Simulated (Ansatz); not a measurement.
**NbGeAu in the AlB2 type: lattice stability ahead of a resistivity run**

Question: is the lattice of NbGeAu in the AlB2 type stable, and if so, what are its coupling constant and resistivity?

Method: DFT LDA, scalar-relativistic, plane waves, PAW; PAW set soft_1, in Ansatz 0.2.0.

Most raw output is cut from this account.

The structure was built from a prototype and need not be the compound's stable phase.

### Step 1. The starting structure

Symmetry: P-6m2, No. 187, hexagonal system. The conventional cell has a = 3.985 Å, b = 3.985 Å, c = 4.184 Å, α = 90.00°, β = 90.00°, γ = 120.00°. Nearest to Nb lie 6 Ge at 3.11 Å and 6 Au at 3.11 Å. Nearest to Ge lie 3 Au at 2.30 Å and 6 Nb at 3.11 Å. Nearest to Au lie 3 Ge at 2.30 Å and 6 Nb at 3.11 Å. Farther neighbours are not listed.

### Step 2. Relaxation

The structure is brought to rest under this functional.

File input.yaml:

```yaml
crystal:
  lattice:
    - [3.98507, 0.0, 0.0]
    - [-1.99254, 3.45117, 0.0]
    - [0.0, 0.0, 4.18433]
  atoms:
    - { symbol: Nb, position: [0.0, 0.0, 0.0] }
    - { symbol: Ge, position: [0.33333333, 0.66666667, 0.5] }
    - { symbol: Au, position: [0.66666667, 0.33333333, 0.5] }
kpoints:
  mp_grid: { grid: [9, 9, 8] }
hamiltonian:
  xc: lda
  pseudopotentials: { kind: paw, azcp: { folder: soft_1 }, xc_functional: pbe }
scf:
  occupations: { method: gaussian, width: 0.1 }
output:
  forces: true
  stress: true
  eigenvalues: true
relax:
  adjacent_minimum: "off"
  f_tol: 0.005
  max_steps: 80
  cell: { stress_tol: 0.05 }
```

Command:

```
ansatz run input.yaml --threads 4 --pin off --max-ram 12288MiB --backend cpu --events-out ev --progress --plain --runs-dir out
```

The job ended after 34 s (4 threads of Arm Neoverse V2, shared host; peak memory 0.46 GiB; 2.1 min of CPU time).

The steps of the relaxation:

```
step  energy less that of the first step (eV)  largest force component (eV/Å)  pressure (GPa)  volume (Å³)
   1                                   0.0000                          0.0000           -6.85        57.55
   2                                  -0.4198                          0.0000           -4.73        55.23
   3                                  -0.7573                          0.0000           -2.79        53.25
   4                                  -0.9869                          0.0000           -0.47        51.41
   5                                  -1.1005                          0.0000            0.79        50.05
   6                                  -1.1332                          0.0000            0.02        49.73
   7                                  -1.2531                          0.0000            2.78        48.27
   8                                  -1.3546                          0.0000            4.59        47.38
   9                                  -1.2476                          0.0000          -10.88        51.84
  10                                  -1.3708                          0.0000           -0.48        48.61
  11                                  -1.3711                          0.0000           -0.01        48.49
 12*                                  -1.3758                          0.0000            0.13        48.49
  13                                  -1.3758                          0.0000            0.01        48.52
 14*                                  -1.3758                          0.0000            0.01        48.52
```

Relaxation steps marked * repeat the geometry before them on a plane-wave basis chosen anew for their cell, so energy and pressure can jump there. Relaxation step 9 was tried and not accepted.

The run keeps the 12 symmetry operations that it works with, so distortions that break them were not tested.

```csv
cell as run,before,after,change
a (Å),3.985,4.436,+11.3 %
b (Å),3.985,4.436,+11.3 %
c (Å),4.184,2.848,-31.9 %
volume (Å³/atom),19.18,16.17,-15.7 %
```

Final coordinates:

```cif
data_structure
_symmetry_space_group_name_H-M 'P 1'
_symmetry_Int_Tables_number 1
_cell_length_a 4.4356
_cell_length_b 4.4356
_cell_length_c 2.8479
_cell_angle_alpha 90.000
_cell_angle_beta 90.000
_cell_angle_gamma 120.000
_cell_volume 48.52
loop_
_atom_site_label
_atom_site_type_symbol
_atom_site_fract_x
_atom_site_fract_y
_atom_site_fract_z
_atom_site_occupancy
Nb1 Nb 0.00000 0.00000 0.00000 1
Ge2 Ge 0.33333 0.66667 0.50000 1
Au3 Au 0.66667 0.33333 0.50000 1
```

This step gave:

| Item | Value |
| --- | --- |
| pressure | 0.01056 GPa |
| volume per atom | 16.17 Å³/atom |
| metallic on mesh | yes |
| gap on the k-mesh | 0 eV |

The largest force is now zero by symmetry and the largest stress component 0.013 GPa.

### Step 3. Relaxation

The cell moved far, so the relaxation is started again from the new cell to confirm it.

input.yaml, the sections that differ from step 2:

```yaml
crystal:
  lattice:
    - [4.4356016089, 3.2131e-06, 0.0]
    - [-2.2178035871, 3.8413420678, 0.0]
    - [0.0, 0.0, 2.8479278873]
  atoms:
    - { symbol: Nb, position: [0.0, 0.0, 0.0] }
    - { symbol: Ge, position: [0.3333333333, 0.6666666667, 0.5] }
    - { symbol: Au, position: [0.6666666667, 0.3333333333, 0.5] }
kpoints:
  mp_grid: { grid: [9, 9, 10] }
# hamiltonian, scf, output, relax: as in step 2
```

Elapsed: 12 s, on 4 threads; peak memory 0.45 GiB; 46 s of CPU time.

Little changed from the start: no atom moved by 0.005 Å and no cell edge by 0.1 %.

This step gave:

| Quantity | Value |
| --- | --- |
| pressure | 0.006982 GPa |
| volume per atom | 16.15 Å³/atom |

The largest force is now zero by symmetry and the largest stress component 0.025 GPa.

### Step 4. Tight relaxation

No force is left; the cell is relaxed once more with another smearing and tight thresholds.

input.yaml, the sections that differ from step 3:

```yaml
crystal:
  lattice:
    - [4.4318218214, 3.2104e-06, 0.0]
    - [-2.215913691, 3.8380686772, 0.0]
    - [0.0, 0.0, 2.8481338378]
  atoms:
    - { symbol: Nb, position: [0.0, 0.0, 0.0] }
    - { symbol: Ge, position: [0.3333333333, 0.6666666667, 0.5] }
    - { symbol: Au, position: [0.6666666667, 0.3333333333, 0.5] }
scf:
  occupations: { method: methfessel_paxton, width: 0.2 }
relax:
  adjacent_minimum: "off"
  f_tol: 0.001
  max_steps: 60
  cell: { stress_tol: 0.01 }
# kpoints, hamiltonian, output: as in step 3
```

It took 8.8 s on 4 threads; peak memory 0.46 GiB.

Little changed from the start: no atom moved by 0.005 Å and no cell edge by 0.1 %.

Numbers from this step:

* pressure: -0.002762 GPa

The largest force is now zero by symmetry and the largest stress component 0.0040 GPa, small enough for phonons.

### Step 5. Lattice stability: q 2×2×2, k 4×4×6

Before any scattering is computed, the phonons show whether the structure is a minimum.

File input.yaml:

```yaml
crystal:
  lattice:
    - [4.4321289285, 3.2106e-06, 0.0]
    - [-2.2160672448, 3.8383346397, 0.0]
    - [0.0, 0.0, 2.8475712457]
  atoms:
    - { symbol: Nb, position: [0.0, 0.0, 0.0] }
    - { symbol: Ge, position: [0.3333333333, 0.6666666667, 0.5] }
    - { symbol: Au, position: [0.6666666667, 0.3333333333, 0.5] }
kpoints:
  mp_grid: { grid: [4, 4, 6] }
hamiltonian:
  xc: lda
  pseudopotentials: { kind: paw, azcp: { folder: soft_1 }, xc_functional: pbe }
scf:
  occupations: { method: methfessel_paxton, width: 0.2 }
output:
  eigenvalues: true
phonons:
  method: dfpt
  qmesh: [2, 2, 2]
  temperatures: { t_max: 1000, t_step: 50 }
  qpath:
    path:
      - [[0.0, 0.0, 0.0], [0.5, 0.0, 0.0], [0.33333333, 0.33333333, 0.0], [0.0, 0.0, 0.0], [0.0, 0.0, 0.5], [0.5, 0.0, 0.5], [0.33333333, 0.33333333, 0.5], [0.0, 0.0, 0.5]]
      - [[0.5, 0.0, 0.5], [0.5, 0.0, 0.0]]
      - [[0.33333333, 0.33333333, 0.5], [0.33333333, 0.33333333, 0.0]]
    npoints: 10
```

The job ended after 37 s (4 threads; peak memory 0.53 GiB).

Numbers from this step:

```yaml
share_of_imaginary_modes_in_the_plain_interpolation_between_solved_wavevectors: 0.0367
highest_frequency_solved_or_plainly_interpolated: 218.6 cm⁻¹
```

Solved on the 2×2×2 mesh alone; all other wavevectors are interpolated. Phonon branches along the path, in cm⁻¹:

```csv
point,branch 1,branch 2,branch 3,branch 4,branch 5,branch 6,branch 7,branch 8,branch 9
Γ,0,0,0,39,122,146,146,197,197
halfway,-36,40,50,69,118,126,130,200,209
M,-58,49,64,70,113,122,142,191,217
halfway,-55,55,60,69,106,111,159,192,213
K,-52,54,62,67,98,110,174,190,208
halfway,-38,47,51,71,116,117,136,201,209
Γ,0,0,0,39,122,146,146,197,197
halfway,70,70,80,100,148,150,150,198,198
A,99,99,107,142,153,153,170,199,199
halfway,84,87,110,123,137,170,174,200,202
L,74,75,103,119,119,161,188,203,205
halfway,49,100,101,109,139,157,180,191,215
H,36,99,108,113,151,160,164,186,219
halfway,72,94,109,118,139,168,175,194,208
A,99,99,107,142,153,153,170,199,199
jump to L,74,75,103,119,119,161,188,203,205
halfway,17,68,87,96,124,139,166,196,211
M,-58,49,64,70,113,122,142,191,217
jump to H,36,99,108,113,151,160,164,186,219
halfway,42,48,88,98,131,134,169,189,213
K,-52,54,62,67,98,110,174,190,208
```

Lowest modes at the softest wavevector of the mesh. The modes at q = (0.000, 0.500, 0.000) (shares of kinetic energy by element, %) (negative means imaginary):

| mode | frequency (cm⁻¹) | Nb % | Ge % | Au % |
| --- | --- | --- | --- | --- |
| 1 | -57.5 | 34 | 8 | 59 |
| 2 | 48.8 | 7 | 46 | 48 |
| 3 | 64.1 | 45 | 9 | 46 |
| 4 | 70.3 | 2 | 54 | 45 |
| 5 | 112.7 | 92 | 1 | 7 |
| 6 | 121.8 | 50 | 40 | 10 |

Displacements in mode 1 (-57.5 cm⁻¹), the largest set to 1, in the home cell:
```
Nb1 1.00 0.00 0.00
Ge2 0.54 0.00 0.00
Au3 0.91 0.00 0.00
```

Displacements in mode 6 (121.8 cm⁻¹), the largest set to 1, in the home cell:
```
Nb1  0.99  0.00  0.00
Ge2 -1.00  0.00  0.00
Au3 -0.30  0.00  0.00
```

Among the solved wavevectors the lowest mode, translations apart, is -57.5 cm⁻¹, imaginary.

### Step 6. Phonons: q 3×3×2, k 6×6×8

An imaginary mode on so few k-points may come from the sampling, so the phonons are repeated with another q and k mesh.

input.yaml, as its differences from that of step 5:

```diff
@@ -10,3 +10,3 @@
 kpoints:
-  mp_grid: { grid: [4, 4, 6] }
+  mp_grid: { grid: [6, 6, 8] }
 hamiltonian:
@@ -20,3 +20,3 @@
   method: dfpt
-  qmesh: [2, 2, 2]
+  qmesh: [3, 3, 2]
   temperatures: { t_max: 1000, t_step: 50 }
```

The job ended after 2.7 min (4 threads; peak memory 0.91 GiB; 11 min of CPU time).

Numbers from this step:

```
share of imaginary modes in the plain interpolation between solved wavevectors : 0.0534
highest frequency, solved or plainly interpolated                              : 217 cm⁻¹
```

Solved on the 3×3×2 mesh alone; all other wavevectors are interpolated. Phonon branches along the path, in cm⁻¹:

```csv
point,branch 1,branch 2,branch 3,branch 4,branch 5,branch 6,branch 7,branch 8,branch 9
Γ,0,0,0,60,118,146,146,194,194
halfway,-56,46,61,61,117,124,135,199,208
M,-79,51,63,72,110,113,154,192,216
halfway,-63,50,58,71,98,108,166,192,212
K,-32,26,67,67,87,104,178,192,205
halfway,-51,48,52,60,116,121,139,200,209
Γ,0,0,0,60,118,146,146,194,194
halfway,65,65,73,84,122,143,143,196,196
A,79,97,97,99,135,135,144,198,198
halfway,58,87,88,118,126,148,158,198,202
L,38,68,74,106,123,152,160,205,206
halfway,30,57,75,91,132,146,161,193,214
H,28,34,52,107,133,135,162,189,217
halfway,57,84,86,104,131,151,159,194,207
A,79,97,97,99,135,135,144,198,198
jump to L,38,68,74,106,123,152,160,205,206
halfway,-39,37,78,98,113,132,158,197,211
M,-79,51,63,72,110,113,154,192,216
jump to H,28,34,52,107,133,135,162,189,217
halfway,-24,33,53,101,114,119,167,190,210
K,-32,26,67,67,87,104,178,192,205
```

Lowest modes at the softest wavevector of the mesh. Modes at q = (0.000, -0.333, 0.000), with each element's share of the kinetic energy (negative means imaginary):

| mode | frequency (cm⁻¹) | Nb % | Ge % | Au % |
| --- | --- | --- | --- | --- |
| 1 | -68.5 | 41 | 6 | 52 |
| 2 | 50.8 | 12 | 39 | 49 |
| 3 | 64.9 | 26 | 6 | 68 |
| 4 | 65.4 | 3 | 55 | 42 |
| 5 | 115.5 | 85 | 5 | 9 |
| 6 | 116.9 | 45 | 37 | 18 |

Displacements in mode 1 (-68.5 cm⁻¹), the largest set to 1, in the home cell (x, y, z of the real part, then of the imaginary part):
```
Nb1  1.00  0.00  0.00 -0.02  0.00  0.00
Ge2  0.44  0.00  0.00 -0.08  0.00  0.00
Au3  0.77  0.00  0.00  0.06  0.00  0.00
```

Displacements in mode 3 (64.9 cm⁻¹), the largest set to 1, in the home cell (x, y, z of the real part, then of the imaginary part):
```
Nb1  0.00 -0.69  0.00  0.00  0.59  0.00
Ge2  0.00 -0.18  0.00  0.00 -0.47  0.00
Au3  0.00  0.94  0.00  0.00  0.34  0.00
```

The modes has structure finer than the step of the table below, so its rows give means over 10 cm⁻¹, whole bins alone (the curve runs from -88.3 to 233 cm⁻¹). Peaks (cm⁻¹: height): Au -51.8: 0.00671, 39.2: 0.0225, 57.4: 0.0260, 77.6: 0.0268, 118.1: 0.0174, 197.0: 0.0184, 211.2: 0.0228; Ge 77.6: 0.0209, 197.0: 0.0945, 209.1: 0.0555; Nb 39.2: 0.0168, 118.1: 0.0460, 160.6: 0.0350, 197.0: 0.00993.

Phonopy on the run's constants, 15x15x19 mesh, Gaussian sigma 2.3 cm⁻¹. Table of modes by wavenumber; means over each step; values in 1/cm⁻¹/cell:

```csv
wavenumber (cm⁻¹),Au,Ge,Nb
-80,5.3e-4,4.7e-5,4.4e-4
-70,0.00269,3.1e-4,0.00209
-60,0.00410,6.2e-4,0.00292
-50,0.00585,0.00114,0.00381
-40,0.00507,0.00138,0.00290
-30,0.00370,0.00124,0.00236
-20,0.00194,7.8e-4,0.00131
-10,0.00102,5.1e-4,7.3e-4
0,5.5e-4,2.0e-4,3.2e-4
10,6.2e-4,2.8e-4,4.1e-4
20,0.00369,0.00183,0.00254
30,0.0107,0.00510,0.00813
40,0.0205,0.00892,0.0153
50,0.0206,0.00748,0.0118
60,0.0245,0.0133,0.00990
70,0.0231,0.0180,0.00879
80,0.0246,0.0179,0.00882
90,0.0203,0.0120,0.00566
100,0.0174,0.00883,0.0112
110,0.0136,0.00754,0.0293
120,0.0163,0.00821,0.0378
130,0.0136,0.00688,0.0272
140,0.00821,0.00980,0.0301
150,0.00885,0.0101,0.0265
160,0.00814,0.0117,0.0276
170,0.00211,0.00106,0.00437
180,2.1e-4,1.6e-4,3.3e-4
190,0.00336,0.0325,0.00305
200,0.0142,0.0637,0.00675
210,0.0179,0.0442,0.00674
220,0.00199,0.00454,9.8e-4
```

No LO-TO term; unit eigenvectors of the mass-weighted matrix. The modes at Γ (shares of kinetic energy by element, %):

```csv
mode,frequency (cm⁻¹),symmetry,Nb %,Ge %,Au %
1,0.0,unnamed,26,20,54
2,0.0,unnamed,26,20,54
3,0.0,unnamed,26,20,54
4,60.3,A2'',0,70,29
5,118.2,A2'',74,9,16
6,146.5,E',74,6,19
7,146.5,E',74,6,19
8,194.2,E',0,74,26
9,194.2,E',0,74,26
```

Displacements in mode 4 (60.3 cm⁻¹), the largest set to 1:
```
Nb1  0.00  0.00  0.05
Ge2  0.00  0.00  1.00
Au3  0.00  0.00 -0.39
```

Displacements in mode 6 (146.5 cm⁻¹), the largest set to 1:
```
Nb1  0.26  1.00  0.00
Ge2 -0.09 -0.33  0.00
Au3 -0.09 -0.35  0.00
```

Among the solved wavevectors the lowest mode, translations apart, is -68.5 cm⁻¹, imaginary.

### Step 7. Phonons: Fermi–Dirac smearing of 0.3 eV

The phonons are repeated on the same meshes with a wide Fermi–Dirac smearing, to see whether the soft mode comes from sharp features of the Fermi surface.

input.yaml, as its differences from that of step 6:

```diff
@@ -15,3 +15,3 @@
 scf:
-  occupations: { method: methfessel_paxton, width: 0.2 }
+  occupations: { method: fermi_dirac, width: 0.3 }
 output:
```

It took 2.9 min on 4 threads; peak memory 0.95 GiB.

This step gave:

| Item | Value |
| --- | --- |
| share of imaginary modes in the plain interpolation between solved wavevectors | 0.0262 |
| highest frequency, solved or plainly interpolated | 221.5 cm⁻¹ |

Solved on the 3×3×2 mesh alone; all other wavevectors are interpolated. The phonon branches at the labelled points (cm⁻¹):

```
    point  branch 1  branch 2  branch 3  branch 4  branch 5  branch 6  branch 7  branch 8  branch 9
        Γ         0         0         0        57       118       157       157       201       201
  halfway       -33        46        58        74       117       135       140       203       211
        M       -48        54        69        82       112       120       155       194       218
  halfway       -27        57        69        71       110       112       167       195       214
        K        42        52        60        70       106       107       178       196       210
  halfway       -26        52        58        72       116       130       143       203       212
        Γ         0         0         0        57       118       157       157       201       201
  halfway        62        62        81       101       149       149       149       200       200
        A        96        96       101       136       136       142       175       198       198
  halfway        83        86        94       120       134       166       178       201       201
        L        75        77        83       121       130       169       178       204       209
  halfway        62        79       100       102       142       168       177       193       218
        H        56        82        88       110       147       165       176       188       222
  halfway        75        91        94       112       139       169       178       194       209
        A        96        96       101       136       136       142       175       198       198
jump to L        75        77        83       121       130       169       178       204       209
  halfway        36        60        88       100       125       146       168       198       212
        M       -48        54        69        82       112       120       155       194       218
jump to H        56        82        88       110       147       165       176       188       222
  halfway        47        51        80       104       127       143       175       192       213
        K        42        52        60        70       106       107       178       196       210
```

Lowest modes at the softest wavevector of the mesh. Modes at q = (0.000, 0.333, 0.000), with each element's share of the kinetic energy (negative means imaginary):

```csv
mode,frequency (cm⁻¹),Nb %,Ge %,Au %
1,-41.1,33,10,58
2,52.2,9,61,31
3,62.2,6,37,56
4,82.4,23,6,71
5,114.9,85,2,13
6,126.6,53,33,14
```

Displacements in mode 1 (-41.1 cm⁻¹), the largest set to 1, in the home cell (x, y, z of the real part, then of the imaginary part):
```
Nb1  1.00  0.00  0.00 -0.04  0.00  0.00
Ge2  0.60  0.00  0.00  0.13  0.00  0.00
Au3  0.91  0.00  0.00 -0.04  0.00  0.00
```

Displacements in mode 6 (126.6 cm⁻¹), the largest set to 1, in the home cell (x, y, z of the real part, then of the imaginary part):
```
Nb1  0.99  0.00  0.00  0.10  0.00  0.00
Ge2 -0.88  0.00  0.00  0.16  0.00  0.00
Au3 -0.32  0.00  0.00 -0.14  0.00  0.00
```

Among the solved wavevectors the lowest mode, translations apart, is -41.1 cm⁻¹, imaginary.

Between step 6 and this run (occupations Fermi-Dirac and smearing width 0.3 eV) the value for the lowest on path moves from -78.6 cm⁻¹ to -48.4 cm⁻¹.

### Step 8. What came out

```yaml
phonon_run_of_the_rows_without_a_label_of_their_own: LDA, q 3×3×2, k 6×6×8
softest_mode_on_the_q_mesh: -68.5 cm⁻¹ at q = (0, -0.333, 0)
highest_frequency_solved_or_plainly_interpolated: 217 cm⁻¹
```

The lattice is dynamically unstable at this level: a mode at q = (0, -0.333, 0) is imaginary, 68.5i cm⁻¹, so no harmonic coupling constant or resistivity is defined for this structure. These meshes are coarse, and single modes of a metal can move by tens of cm⁻¹ with the k mesh. The coarser mesh found an imaginary mode at another wavevector, which this mesh lacks. Spin–orbit coupling, left out here, matters for Au. The phonon runs are not spin-polarised. The PAW files were made for PBE; under other functionals the run regenerates their frozen core. The structure was built by hand as an ordered model, and its stability against other phases was not tested.

[Logs are printed without paths, hosts, clocks, repeated set-up lines and the standing remarks that a program may print on its own settings, such as how far it seeks lower states.]

[Hosts, paths, dates, database ids (printed as entryN), source tags and the programs' standing remarks are cut or masked in the printed files.]
